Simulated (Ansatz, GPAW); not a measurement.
# Li2Ti3O7 (P2_1/m): the host for defect calculations

Before any defect goes in: Li2Ti3O7 (P2_1/m) at rest, and how it screens a charge.

Main program and level: Ansatz 0.2.0; plane-wave PAW DFT, PBEsol; relaxation of the host's cell and atoms, in the first sound run; inputs show where later runs differ.

Report form: the programs' logs are mostly left out.

### Step 1. Set-up

The structure is monoclinic, space group P2_1/m (No. 11). Conventional cell: a = 7.530 Å, b = 3.736 Å, c = 9.356 Å, α = 90.00°, β = 97.49°, γ = 90.00°. Li has 4 O at 1.95 to 2.15 Å nearest. Nearest to Li lie 5 O at 1.95 to 2.44 Å. Ti has 6 O at 1.79 to 2.19 Å nearest. Ti has 6 O at 1.78 to 2.26 Å nearest. Ti has 6 O at 1.76 to 2.28 Å nearest. Nearest to O lie 2 Ti at 1.88 to 1.99 Å and 3 Li at 2.15 to 2.44 Å. Farther neighbours and most contacts between anions are not listed.

### Step 2. Host cell relaxation

Lattice and positions are set free, within the symmetry that the program keeps.

cell/input.yaml reads:

```yaml
crystal:
  lattice:
    - [7.5304899, 0.0, 0.0]
    - [0.0, 3.7364143, 0.0]
    - [-1.219009, 0.0, 9.2761538]
  atoms:
    - { symbol: Li, position: [0.59972599, 0.75, 0.82565553] }
    - { symbol: Li, position: [0.40027401, 0.25, 0.17434447] }
    - { symbol: Li, position: [0.4251906, 0.75, 0.40531992] }
    - { symbol: Li, position: [0.5748094, 0.25, 0.59468008] }
    - { symbol: Ti, position: [0.16530445, 0.75, 0.96800215] }
    - { symbol: Ti, position: [0.83469555, 0.25, 0.03199785] }
    - { symbol: Ti, position: [0.26609416, 0.75, 0.65864385] }
    - { symbol: Ti, position: [0.73390584, 0.25, 0.34135615] }
    - { symbol: Ti, position: [0.05190115, 0.75, 0.27838162] }
    - { symbol: Ti, position: [0.94809885, 0.25, 0.72161838] }
    - { symbol: O, position: [0.25761521, 0.75, 0.16442285] }
    - { symbol: O, position: [0.74238479, 0.25, 0.83557715] }
    - { symbol: O, position: [0.17914751, 0.75, 0.44990653] }
    - { symbol: O, position: [0.82085249, 0.25, 0.55009347] }
    - { symbol: O, position: [0.49253425, 0.75, 0.62451506] }
    - { symbol: O, position: [0.50746575, 0.25, 0.37548494] }
    - { symbol: O, position: [0.35527731, 0.75, 0.87196184] }
    - { symbol: O, position: [0.64472269, 0.25, 0.12803816] }
    - { symbol: O, position: [0.00777775, 0.75, 0.75771792] }
    - { symbol: O, position: [0.99222225, 0.25, 0.24228208] }
    - { symbol: O, position: [0.80336879, 0.75, 0.33491074] }
    - { symbol: O, position: [0.19663121, 0.25, 0.66508926] }
    - { symbol: O, position: [0.90567486, 0.75, 0.04854716] }
    - { symbol: O, position: [0.09432514, 0.25, 0.95145284] }
basis:
  ecutwfc: 420
  xc_grid: 2
hamiltonian:
  xc: pbesol
kpoints:
  mp_grid: { grid: [4, 8, 3] }
scf:
  occupations: { method: fixed }
  max_iter: 100
relax:
  f_tol: 0.005
  max_steps: 60
  cell: {}
output:
  forces: true
  stress: true
checkpoint:
  write: "../cell.run"
  compress: false
  write_wavefunctions: false
  write_every: 100000
```

The run is started by

```bash
$ ansatz run input.yaml --threads 8 --pin off --max-ram 14131MiB --backend cpu --events-out ev --progress --plain --runs-dir out
```

Elapsed: 62 s, on 8 threads of Intel Xeon Platinum 8488C (Sapphire Rapids), shared host; peak memory 1.9 GiB.

The steps of the relaxation:

| step | energy less that of the first step (eV) | largest force component (eV/Å) | pressure (GPa) | volume (Å³) |
| --- | --- | --- | --- | --- |
| 1 | 0.0000 | 0.2965 | -2.04 | 261.00 |
| 2 | -0.0265 | 0.1190 | -0.55 | 259.49 |
| 3 | -0.0310 | 0.0169 | 0.05 | 258.95 |
| 4 | -0.0310 | 0.0137 | 0.04 | 258.98 |
| 5 | -0.0308 | 0.0122 | -0.01 | 259.06 |
| 6 | -0.0310 | 0.0131 | -0.01 | 259.03 |
| 7 | -0.0311 | 0.0022 | 0.00 | 258.99 |
| 8 | -0.0231 | 0.0021 | -0.05 | 258.99 |
| 9 | -0.0236 | 0.0031 | 0.00 | 258.87 |
| 10* | -0.0229 | 0.0032 | 0.00 | 258.87 |

Relaxation steps marked * repeat the geometry before them on a plane-wave basis chosen anew for their cell, so energy and pressure can jump there. The log counts 2 steps on a newly chosen plane-wave basis, not all of them marked here; energy and pressure can jump at such steps.

The run keeps the 4 symmetry operations that it works with, so distortions that break them were not tested.

| cell as run | before | after | change |
| --- | --- | --- | --- |
| a (Å) | 7.530 | 7.520 | -0.1 % |
| b (Å) | 3.736 | 3.726 | -0.3 % |
| c (Å) | 9.356 | 9.318 | -0.4 % |
| β (°) | 97.49 | 97.42 | -0.1 % |
| volume (Å³/atom) | 10.88 | 10.79 | -0.8 % |

The atoms that moved most (Å, as changes of fractional coordinates times the final cell):

| atom | dx | dy | dz | length |
| --- | --- | --- | --- | --- |
| O14 | 0.013 | 0.000 | -0.002 | 0.013 |
| O13 | -0.013 | 0.000 | 0.002 | 0.013 |
| O15 | -0.011 | 0.000 | 0.001 | 0.011 |
| O16 | 0.011 | 0.000 | -0.001 | 0.011 |
| O11 | -0.011 | 0.000 | -0.001 | 0.011 |
| O12 | 0.011 | 0.000 | 0.001 | 0.011 |
| O17 | -0.011 | 0.000 | 0.001 | 0.011 |
| O18 | 0.011 | 0.000 | -0.001 | 0.011 |

This step gave:

- pressure: 0.001377 GPa

The relaxation ends with a largest force component of 0.0032 eV/Å and a pressure of 0.00 GPa.

### Step 3. Dielectric tensors of the host

The response to a uniform electric field gives the electronic dielectric tensor.

This step: plane-wave PAW DFPT, PBEsol; dielectric tensors, Born charges and zone-centre modes of the host (Ansatz 0.2.0).

eps/input.yaml reads:

```yaml
crystal:
  lattice:
    - [7.519551358, 0.0, 0.0053965529]
    - [0.0, 3.725679654, 0.0]
    - [-1.2105907647, 0.0, 9.2392814742]
  atoms:
    - { symbol: Li, position: [0.6004740404, 0.75, 0.8259252799] }
    - { symbol: Li, position: [0.3995259596, 0.25, 0.1740747201] }
    - { symbol: Li, position: [0.424624653, 0.75, 0.4053560805] }
    - { symbol: Li, position: [0.575375347, 0.25, 0.5946439195] }
    - { symbol: Ti, position: [0.1642580811, 0.75, 0.9679213865] }
    - { symbol: Ti, position: [0.8357419189, 0.25, 0.0320786135] }
    - { symbol: Ti, position: [0.2656436852, 0.75, 0.6593168227] }
    - { symbol: Ti, position: [0.7343563148, 0.25, 0.3406831773] }
    - { symbol: Ti, position: [0.0513192327, 0.75, 0.2786431231] }
    - { symbol: Ti, position: [0.9486807673, 0.25, 0.7213568769] }
    - { symbol: O, position: [0.2561550687, 0.75, 0.1643142731] }
    - { symbol: O, position: [0.7438449313, 0.25, 0.8356857269] }
    - { symbol: O, position: [0.1775086704, 0.75, 0.4501013307] }
    - { symbol: O, position: [0.8224913296, 0.25, 0.5498986693] }
    - { symbol: O, position: [0.4910311643, 0.75, 0.6246303796] }
    - { symbol: O, position: [0.5089688357, 0.25, 0.3753696204] }
    - { symbol: O, position: [0.3538621883, 0.75, 0.8720554038] }
    - { symbol: O, position: [0.6461378117, 0.25, 0.1279445962] }
    - { symbol: O, position: [0.0073700515, 0.75, 0.7580077252] }
    - { symbol: O, position: [0.9926299485, 0.25, 0.2419922748] }
    - { symbol: O, position: [0.8032625304, 0.75, 0.3349441874] }
    - { symbol: O, position: [0.1967374696, 0.25, 0.6650558126] }
    - { symbol: O, position: [0.9051695791, 0.75, 0.0482977357] }
    - { symbol: O, position: [0.0948304209, 0.25, 0.9517022643] }
basis:
  ecutwfc: 420
hamiltonian:
  xc: pbesol
kpoints:
  mp_grid: { grid: [4, 7, 3] }
scf:
  occupations: { method: fixed }
  max_iter: 100
phonons:
  method: dfpt
  dielectric: true
  rigid_motions: translations
```

The job ended after 14 min (8 threads; peak memory 5.8 GiB; 1.7 h of CPU time).

Electronic dielectric tensor:

```
 4.21  0.00 -0.25
 0.00  5.24  0.00
-0.25  0.00  5.41
```

Static dielectric tensor:

```
11.67  0.00 -3.11
 0.00 23.43  0.00
-3.11  0.00 33.42
```

The principal values of the electronic dielectric tensor are 4.16, 5.24 and 5.46. The principal values of the static dielectric tensor are 11.23, 23.43 and 33.86.

### Step 4. Defect free supercell on its symmetric sites

This cell, the one that will hold the defects, is built from the relaxed host. It is run at the k-points of the defect runs; forces that show here come from the change of settings, chiefly the coarser sampling.

This step: plane-wave PAW DFT, PBEsol; single point of the defect-free supercell (Ansatz 0.2.0).

System of this step: Li2Ti3O7. The cell holds 48 atoms: 8 Li, 12 Ti and 28 O. Cell: a = 7.520 Å, b = 7.451 Å, c = 9.318 Å, α = 90.0°, β = 97.4°, γ = 90.0°.

pristine.point/input.yaml reads:

```yaml
crystal:
  lattice:
    - [7.519551358, 0.0, 0.0053965529]
    - [0.0, 7.4513593081, 0.0]
    - [-1.2105907647, 0.0, 9.2392814742]
  atoms:
    - { symbol: Li, position: [0.6004740404, 0.375, 0.8259252799] }
    - { symbol: Li, position: [0.3995259596, 0.125, 0.1740747201] }
    - { symbol: Li, position: [0.424624653, 0.375, 0.4053560805] }
    - { symbol: Li, position: [0.575375347, 0.125, 0.5946439195] }
    - { symbol: Ti, position: [0.1642580811, 0.375, 0.9679213865] }
    - { symbol: Ti, position: [0.8357419189, 0.125, 0.0320786135] }
    - { symbol: Ti, position: [0.2656436852, 0.375, 0.6593168227] }
    - { symbol: Ti, position: [0.7343563148, 0.125, 0.3406831773] }
[... 36 atom lines left out ...]
    - { symbol: O, position: [0.8032625304, 0.875, 0.3349441874] }
    - { symbol: O, position: [0.1967374696, 0.625, 0.6650558126] }
    - { symbol: O, position: [0.9051695791, 0.875, 0.0482977357] }
    - { symbol: O, position: [0.0948304209, 0.625, 0.9517022643] }
basis:
  ecutwfc: 420
  xc_grid: 2
hamiltonian:
  xc: pbesol
kpoints:
  mp_grid: { grid: [1, 1, 1] }
scf:
  occupations: { method: fermi_dirac, width: 0.01 }
  max_iter: 80
output:
  forces: true
```

It took 1.2 s on 8 threads; peak memory 0.75 GiB; 6.9 s of CPU time.

Force (size) by element, in eV/Å:

| element | atoms | mean | spread (r.m.s.) | least | largest |
| --- | --- | --- | --- | --- | --- |
| Li | 8 | 0.021 | 0.000 | 0.021 | 0.021 |
| Ti | 12 | 0.102 | 0.037 | 0.050 | 0.129 |
| O | 28 | 0.111 | 0.042 | 0.055 | 0.173 |

The atoms with the largest values:

| atom | x, y, z (Å) | force (eV/Å) |
| --- | --- | --- |
| O13 | 0.79, 2.79, 4.16 | 0.098, 0.000, 0.143 |
| O14 | 5.52, 0.93, 5.09 | -0.098, 0.000, -0.143 |
| O37 | 0.79, 6.52, 4.16 | 0.098, 0.000, 0.143 |
| O38 | 5.52, 4.66, 5.09 | -0.098, 0.000, -0.143 |
| O19 | -0.86, 2.79, 7.00 | -0.075, 0.000, 0.142 |
| O43 | -0.86, 6.52, 7.00 | -0.075, 0.000, 0.142 |
| O44 | 7.17, 4.66, 2.24 | 0.075, 0.000, -0.142 |
| O20 | 7.17, 0.93, 2.24 | 0.075, 0.000, -0.142 |

Forces of up to 0.17 eV/Å remain, so this geometry is not at rest at this level.

### Step 5. Defect free supercell relaxed from displaced atoms

This step: plane-wave PAW DFT, PBEsol; relaxation of the defect-free supercell from random displacements, a test of the host's stability (Ansatz 0.2.0).

pristine.rattled/input.yaml, as its differences from pristine.point/input.yaml of step 4:

```diff
@@ -66 +66,5 @@
   forces: true
+relax:
+  f_tol: 0.01
+  max_steps: 120
+  random_displacement: { amplitude: 0.08, seed: 1517 }
```

Wall time 9 s (8 threads); peak memory 0.76 GiB; 54 s of CPU time.

Relaxation path:

| step | energy less that of the first step (eV) | largest force component (eV/Å) |
| --- | --- | --- |
| 1 | 0.0000 | 3.4436 |
| 2 | -2.0085 | 1.4300 |
| 3 | -2.1535 | 1.3826 |
| 4 | -2.4057 | 0.4050 |
| 5 | -2.5169 | 0.0923 |
| 6 | -2.5182 | 0.0786 |
| 7 | -2.5240 | 0.0287 |
| 8 | -2.5243 | 0.0093 |
| 9 | -2.5243 | 0.0093 |

The atoms that moved most (Å, from the sites as typed, ahead of the random displacement, the mean shift of all atoms taken out):

| atom | dx | dy | dz | length |
| --- | --- | --- | --- | --- |
| Ti8 | 0.007 | 0.000 | 0.028 | 0.029 |
| Ti32 | 0.007 | 0.000 | 0.028 | 0.029 |
| Ti7 | -0.007 | 0.000 | -0.028 | 0.029 |
| Ti31 | -0.007 | 0.000 | -0.028 | 0.028 |
| O44 | 0.017 | 0.000 | -0.021 | 0.028 |
| O20 | 0.017 | 0.000 | -0.021 | 0.027 |
| O43 | -0.017 | 0.000 | 0.021 | 0.027 |
| O19 | -0.017 | 0.000 | 0.021 | 0.027 |

The relaxation ends 53 meV an atom lower than the displaced start, with a largest force component of 0.0093 eV/Å.

### Step 6. Summary of results

```json
{
 "primitive cell vectors, lengths": "7.520, 3.726, 9.318 Å",
 "electronic dielectric constant": "principal values (4.16, 5.24, 5.46)",
 "static dielectric constant": "principal values (11.23, 23.43, 33.86)",
 "gap on the k-mesh of the response run (PBEsol)": "3.14 eV",
 "symmetric supercell less the displaced and relaxed one": "0.032 eV"
}
```

Step 5: The energy fell by 2.524 eV from the randomly displaced start; against the sites as typed, Ti8 ends farthest off, by 0.03 Å, once the mean shift is taken out. The displaced cell ends a little lower than the symmetric single point, which was not relaxed at these k-points, and keeps its space group, so no other structure shows. The k-mesh can miss the band edges, so this gap is an upper bound at this level. All at zero temperature.

[Logs are printed without paths, hosts, clocks, repeated set-up lines and the standing remarks that a program may print on its own settings, such as how far it seeks lower states.]

[Hosts, paths, dates, database ids (printed as entryN), source tags and the programs' standing remarks are cut or masked in the printed files.]

[Runs of the host that timed out are not shown.]

[For some hosts the program warned that the k-mesh of the response run may be too coarse for force constants and the static dielectric constant; such warnings are not always shown.]
